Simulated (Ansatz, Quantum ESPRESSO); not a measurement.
## Mode couplings of Pt (Fm-3m) in a second program

What λ does ph.x give for Pt (Fm-3m), and how does it hang on the broadening? The first relaxation steps of the session are not shown, so no cell shown is the starting entry, unless a step says so.

Calculated with Ansatz 0.2.0 and Quantum ESPRESSO 7.5; DFT PBE, scalar-relativistic, plane waves, PAW; PAW set soft_1, in the first sound run; inputs show where later runs differ.

This is a report of a sequence of runs, with most program output left out.

## (1) The cell after earlier relaxation steps

It takes space group Fm-3m (No. 225, cubic). Conventional cell: a = 3.967 Å, b = 3.967 Å, c = 3.967 Å, α = 90.00°, β = 90.00°, γ = 90.00°. Nearest to Pt lie 12 Pt at 2.81 Å.

## (2) Relaxing cell and atoms

The structure is brought to rest under this functional. Earlier relaxation steps are not shown.

File input.yaml:

```yaml
crystal:
  lattice:
    - [0.0, 1.9835733722, 1.9835733722]
    - [1.9835733722, 0.0, 1.9835733722]
    - [1.9835733722, 1.9835733722, 0.0]
  atoms:
    - { symbol: Pt, position: [0.0, 0.0, 0.0] }
kpoints:
  mp_grid: { grid: [12, 12, 12] }
hamiltonian:
  xc: pbe
  pseudopotentials: { kind: paw, azcp: { folder: soft_1 } }
scf:
  occupations: { method: gaussian, width: 0.1 }
output:
  forces: true
  stress: true
  eigenvalues: true
relax:
  adjacent_minimum: "off"
  f_tol: 0.005
  max_steps: 80
  cell: { stress_tol: 0.05 }
```

Command:

```bash
ansatz run input.yaml --threads 4 --pin off --max-ram 12288MiB --backend cpu --events-out ev --progress --plain --runs-dir out
```

It took 0.91 s on 4 threads of Intel Xeon Platinum 8559C (Emerald Rapids), shared host; peak memory 0.48 GiB.

Little changed from the start: no atom moved by 0.005 Å and no cell edge by 0.1 %.

This step gave:

| Quantity | Value |
| --- | --- |
| pressure | -0.007884 GPa |
| volume per atom | 15.65 Å³/atom |
| metallic on mesh | yes |
| gap on the k-mesh | 0 eV |

The largest force is now zero by symmetry and the largest stress component 0.0079 GPa.

## (3) Second program, ground state

ph.x needs a tightly converged ground state on the same k mesh; the cell is that of the step before.

This step: DFT PBE, scalar-relativistic, plane waves, GBRV ultrasoft pseudopotentials (Quantum ESPRESSO 7.5).

File pw.in:

```
 &control
    calculation='scf',
    prefix='x',
    outdir='./tmp',
    pseudo_dir='./pseudo',
    tprnfor=.true.,
    tstress=.true.,
 /
 &system
    ibrav=0,
    nat=1,
    ntyp=1,
    ecutwfc=45.0,
    ecutrho=360.0,
    occupations='smearing',
    smearing='fd',
    degauss=0.00734986,
    nbnd=15,
 /
 &electrons
    conv_thr=1.0d-11,
    mixing_beta=0.5,
 /
ATOMIC_SPECIES
 Pt    195.0840  Pt.upf
CELL_PARAMETERS angstrom
     0.000000000    1.985337128    1.985337128
     1.985337128    0.000000000    1.985337128
     1.985337128    1.985337128    0.000000000
ATOMIC_POSITIONS crystal
 Pt     0.000000000   0.000000000   0.000000000
K_POINTS automatic
 12 12 12 0 0 0
```

Command:

```bash
OMP_NUM_THREADS=1 mpirun -n 4 pw.x -nk 4 -in pw.in > pw.x.log
```

Elapsed: 3.5 s, on 4 MPI ranks; 13 s of CPU time.

This step gave:

```yaml
pressure: -0.8080 GPa
```

With these potentials, mesh and smearing the cell is at -0.81 GPa.

## (4) Second program, linear response: Fermi–Dirac smearing of 0.1 eV

ph.x gives each mode's frequency and linewidth; λ of a mode follows from Gaussian double-delta sums over the k mesh, here at four widths.

File ph.in:

```
phonons and couplings
 &inputph
    prefix='x',
    outdir='./tmp',
    tr2_ph=1.0d-15,
    fildyn='x.dyn',
    fildvscf='dvscf',
    ldisp=.true.,
    nq1=3,
    nq2=3,
    nq3=3,
    electron_phonon='simple',
    el_ph_ngauss=0,
    el_ph_sigma=0.00734986,
    el_ph_nsigma=4,
    alpha_mix(1)=0.5,
    amass(1)=195.084,
 /
```

Command:

```bash
OMP_NUM_THREADS=1 mpirun -n 4 ph.x -nk 4 -in ph.in > ph.x.log
```

The job ended after 3.2 min (4 MPI ranks; 13 min of CPU time).

This step gave:

```yaml
highest_frequency_solved_or_plainly_interpolated: 157.9 cm⁻¹
omega_log_against_width: 12.56, 12.59, 12.62, 12.77 meV, at widths 0.1 to 0.4 eV
```

As ph.x prints them, no sum rule imposed; at the zone centre the sum is no linewidth. Double-delta sums:

| q1 | q2 | q3 | star | mode | omega (meV) | lambda_q, sigma 0.1 eV | lambda_q, sigma 0.2 eV | lambda_q, sigma 0.3 eV | lambda_q, sigma 0.4 eV | half width at sigma 0.2 (meV) |
| --- | --- | --- | --- | --- | --- | --- | --- | --- | --- | --- |
| 0 | 0 | 0 | 1 | 1 | 0.3481 | 0 | 0 | 0 | 0 | 8.27e-5 |
| 0 | 0 | 0 | 1 | 2 | 0.3481 | 0 | 0 | 0 | 0 | 8.27e-5 |
| 0 | 0 | 0 | 1 | 3 | 0.3481 | 0 | 0 | 0 | 0 | 8.27e-5 |
| 0 | 0 | 0.3333 | 8 | 1 | 8.683 | 0.2233 | 0.1608 | 0.151 | 0.1411 | 0.03313 |
| 0 | 0 | 0.3333 | 8 | 2 | 8.683 | 0.2233 | 0.1608 | 0.151 | 0.1411 | 0.03313 |
| 0 | 0 | 0.3333 | 8 | 3 | 19.53 | 0.0596 | 0.0503 | 0.0469 | 0.0446 | 0.0524 |
| 0 | 0.3333 | 0.3333 | 6 | 1 | 12.23 | 0.1458 | 0.0781 | 0.0781 | 0.0854 | 0.03193 |
| 0 | 0.3333 | 0.3333 | 6 | 2 | 12.23 | 0.1458 | 0.0781 | 0.0781 | 0.0854 | 0.03193 |
| 0 | 0.3333 | 0.3333 | 6 | 3 | 19.57 | 0.1091 | 0.0762 | 0.0745 | 0.0706 | 0.07974 |
| 0 | 0.3333 | -0.3333 | 12 | 1 | 12.33 | 0.2441 | 0.1384 | 0.1214 | 0.1216 | 0.05753 |
| 0 | 0.3333 | -0.3333 | 12 | 2 | 18.03 | 0.0852 | 0.0619 | 0.0607 | 0.0673 | 0.05496 |
| 0 | 0.3333 | -0.3333 | 12 | 3 | 18.53 | 0.1171 | 0.0797 | 0.0753 | 0.08 | 0.07477 |

Mean over the q mesh without its centre; few wavevectors enter, so none of the widths can be taken as converged. The coupling constant λ, lambda by Gaussian width:

| Gaussian width (eV) | coupling constant λ, lambda |
| --- | --- |
| 0.100 | 0.454 |
| 0.200 | 0.297 |
| 0.300 | 0.279 |
| 0.400 | 0.280 |

λ runs from 0.454 at 0.1 eV to 0.280 at 0.4 eV.

## (5) Matrix elements on the k mesh: PseudoDojo files, cutoff 1142.88 eV, Fermi–Dirac smearing of 0.1 eV

The exported deformation potentials allow the same Gaussian double-delta sums that other programs print.

This step: DFT PBE, scalar-relativistic, plane waves, PseudoDojo norm-conserving pseudopotentials (Ansatz 0.2.0).

File input.yaml:

```yaml
crystal:
  lattice:
    - [0.0, 1.985337128, 1.985337128]
    - [1.985337128, 0.0, 1.985337128]
    - [1.985337128, 1.985337128, 0.0]
  atoms:
    - { symbol: Pt, position: [0.0, 0.0, 0.0] }
kpoints:
  mp_grid: { grid: [10, 10, 10] }
hamiltonian:
  xc: pbe
  pseudopotentials: { kind: nc, accuracy: standard }
scf:
  occupations: { method: fermi_dirac, width: 0.1 }
  n_extra_bands: 10
output:
  eigenvalues: true
basis:
  ecutwfc: 1142.878
phonons:
  method: dfpt
  qmesh: [2, 2, 2]
  temperatures: { t_max: 1000, t_step: 50 }
  qpath:
    path:
      - [[0.0, 0.0, 0.0], [0.5, 0.0, 0.5], [0.625, 0.25, 0.625]]
      - [[0.375, 0.375, 0.75], [0.0, 0.0, 0.0], [0.5, 0.5, 0.5], [0.5, 0.25, 0.75], [0.5, 0.0, 0.5]]
    npoints: 10
  electron_phonon_deformation_potentials: { window_half_width: 2.5 }
```

Command:

```bash
ansatz run input.yaml --threads 4 --pin off --max-ram 12288MiB --backend cpu --events-out ev --progress --plain --runs-dir out
```

It took 8.3 s on 4 threads; peak memory 1.6 GiB.

This step gave:

```
zero point energy                                                              : 0.02211 eV/cell
share of imaginary modes in the plain interpolation between solved wavevectors : 0
highest frequency, solved or plainly interpolated                              : 183.1 cm⁻¹
Debye temperature (second moment)                                              : 230 K
```

Allen's double-delta sum on the run's k mesh, delta = exp(-(x/sigma)^2)/(sigma sqrt(pi)); at the zone centre the sum is no linewidth. Double-delta sums:

| q1 | q2 | q3 | star | mode | omega (meV) | lambda_q, sigma 0.05 eV | lambda_q, sigma 0.1 eV | lambda_q, sigma 0.2 eV | lambda_q, sigma 0.3 eV | lambda_q, sigma 0.4 eV | half width at sigma 0.2 (meV) | <D²> at sigma 0.2 ((eV/Å)²) | nesting at sigma 0.2 (1/eV²) |
| --- | --- | --- | --- | --- | --- | --- | --- | --- | --- | --- | --- | --- | --- |
| 0 | 0 | -0.5 | 4 | 1 | 10.6 | 0.01603 | 0.03279 | 0.06868 | 0.08829 | 0.09844 | 0.0222 | 0.416 | 0.7927 |
| 0 | 0 | -0.5 | 4 | 2 | 10.6 | 0.01603 | 0.03279 | 0.06868 | 0.08829 | 0.09844 | 0.0222 | 0.416 | 0.7927 |
| 0 | 0 | -0.5 | 4 | 3 | 22.71 | 3.56e-6 | 0.003655 | 0.01693 | 0.02211 | 0.02373 | 0.0251 | 0.4705 | 0.7927 |
| 0 | -0.5 | -0.5 | 3 | 1 | 14.54 | 0.01066 | 0.1037 | 0.1755 | 0.1733 | 0.1553 | 0.1068 | 1.267 | 1.252 |
| 0 | -0.5 | -0.5 | 3 | 2 | 14.54 | 0.01066 | 0.1037 | 0.1755 | 0.1733 | 0.1553 | 0.1068 | 1.267 | 1.252 |
| 0 | -0.5 | -0.5 | 3 | 3 | 21.87 | 0.01159 | 0.05764 | 0.07215 | 0.06754 | 0.06305 | 0.09925 | 1.178 | 1.252 |

Mean over the q mesh without its centre; few wavevectors enter, so none of the widths can be taken as converged. Table of coupling constant λ, lambda by Gaussian width:

| Gaussian width (eV) | coupling constant λ, lambda |
| --- | --- |
| 0.050 | 0.0324 |
| 0.100 | 0.153 |
| 0.200 | 0.270 |
| 0.300 | 0.291 |
| 0.400 | 0.286 |

Among the solved wavevectors the lowest mode, translations apart, is 85.5 cm⁻¹, so these are real on this k mesh.

## (6) Ground state with pw.x

This step: DFT PBE, scalar-relativistic, plane waves, PseudoDojo 0.4.1 norm-conserving pseudopotentials (Quantum ESPRESSO 7.5).

pw.in, as its differences from that of step 3:

```diff
@@ -12,4 +12,4 @@
     ntyp=1,
-    ecutwfc=45.0,
-    ecutrho=360.0,
+    ecutwfc=84.0,
+    ecutrho=336.0,
     occupations='smearing',
@@ -17,3 +17,3 @@
     degauss=0.00734986,
-    nbnd=15,
+    nbnd=16,
  /
@@ -32,2 +32,2 @@
 K_POINTS automatic
- 12 12 12 0 0 0
+ 10 10 10 0 0 0
```

Command:

```bash
OMP_NUM_THREADS=1 mpirun -n 4 pw.x -nk 4 -in pw.in > pw.x.log
```

Elapsed: 3.7 s, on 4 MPI ranks; 14 s of CPU time.

This step gave:

* pressure: -0.05700 GPa

With these potentials, mesh and smearing the cell is at -0.057 GPa.

## (7) Phonons and couplings with ph.x: Fermi–Dirac smearing of 0.1 eV

ph.in, as its differences from that of step 4:

```diff
@@ -8,5 +8,5 @@
     ldisp=.true.,
-    nq1=3,
-    nq2=3,
-    nq3=3,
+    nq1=2,
+    nq2=2,
+    nq3=2,
     electron_phonon='simple',
```

Command:

```bash
OMP_NUM_THREADS=1 mpirun -n 4 ph.x -nk 4 -in ph.in > ph.x.log
```

Run time: 78 s. Hardware: 4 MPI ranks.

Numbers from this step:

```yaml
highest_frequency_solved_or_plainly_interpolated: 183.2 cm⁻¹
omega_log_against_width: 14.46, 14.12, 13.83, 13.63 meV, at widths 0.1 to 0.4 eV
```

As ph.x prints them, no sum rule imposed; at the zone centre the sum is no linewidth. Double-delta sums:

| q1 | q2 | q3 | star | mode | omega (meV) | lambda_q, sigma 0.1 eV | lambda_q, sigma 0.2 eV | lambda_q, sigma 0.3 eV | lambda_q, sigma 0.4 eV | half width at sigma 0.2 (meV) |
| --- | --- | --- | --- | --- | --- | --- | --- | --- | --- | --- |
| 0 | 0 | 0 | 1 | 1 | 0.4273 | 0 | 0 | 0 | 0 | 1.24e-4 |
| 0 | 0 | 0 | 1 | 2 | 0.4273 | 0 | 0 | 0 | 0 | 1.24e-4 |
| 0 | 0 | 0 | 1 | 3 | 0.4273 | 0 | 0 | 0 | 0 | 1.24e-4 |
| 0 | 0 | -0.5 | 4 | 1 | 10.6 | 0.0328 | 0.0687 | 0.0884 | 0.0985 | 0.02221 |
| 0 | 0 | -0.5 | 4 | 2 | 10.6 | 0.0328 | 0.0687 | 0.0884 | 0.0985 | 0.02221 |
| 0 | 0 | -0.5 | 4 | 3 | 22.71 | 0.0037 | 0.0169 | 0.0221 | 0.0237 | 0.0251 |
| 0 | -0.5 | -0.5 | 3 | 1 | 14.54 | 0.1037 | 0.1756 | 0.1733 | 0.1554 | 0.1068 |
| 0 | -0.5 | -0.5 | 3 | 2 | 14.54 | 0.1037 | 0.1756 | 0.1733 | 0.1554 | 0.1068 |
| 0 | -0.5 | -0.5 | 3 | 3 | 21.87 | 0.0576 | 0.0721 | 0.0675 | 0.063 | 0.09926 |

Mean over the q mesh without its centre; few wavevectors enter, so none of the widths can be taken as converged. The coupling constant λ, lambda by Gaussian width:

| Gaussian width (eV) | coupling constant λ, lambda |
| --- | --- |
| 0.100 | 0.153 |
| 0.200 | 0.270 |
| 0.300 | 0.291 |
| 0.400 | 0.286 |

λ runs from 0.153 at 0.1 eV to 0.286 at 0.4 eV.

## (8) Outcome

| Quantity | Value |
| --- | --- |
| phonon run of the rows without a label of their own | PBE, q 2×2×2, k 10×10×10 |
| coupling λ by Gaussian sums at 0.2 eV, Quantum ESPRESSO, GBRV, cutoff 612 eV, q 3×3×3, k 12×12×12 | 0.297 |
| coupling λ by Gaussian sums at 0.2 eV, Ansatz, PseudoDojo, cutoff 1143 eV, q 2×2×2, k 10×10×10 | 0.270 |
| coupling λ by Gaussian sums at 0.2 eV, Quantum ESPRESSO, PseudoDojo, cutoff 1143 eV, q 2×2×2, k 10×10×10 | 0.270 |

Under gradient-corrected functionals ph.x can misplace modes where the density is low; no frozen-phonon run checks these frequencies. With the same potentials, cutoff and meshes the two programs' mean λ differ by under 0.1 % over the four widths. In the last run that gave them, λ from the Gaussian sums still varies by a factor of 1.9 between widths of 0.1 and 0.4 eV; these sums hold few wavevectors and leave out the zone centre. Spin–orbit coupling, left out here, matters for Pt.

[Logs are printed without paths, hosts, clocks, repeated set-up lines and the standing remarks that a program may print on its own settings, such as how far it seeks lower states.]

[Hosts, paths, dates, database ids (printed as entryN), source tags and the programs' standing remarks are cut or masked in the printed files.]
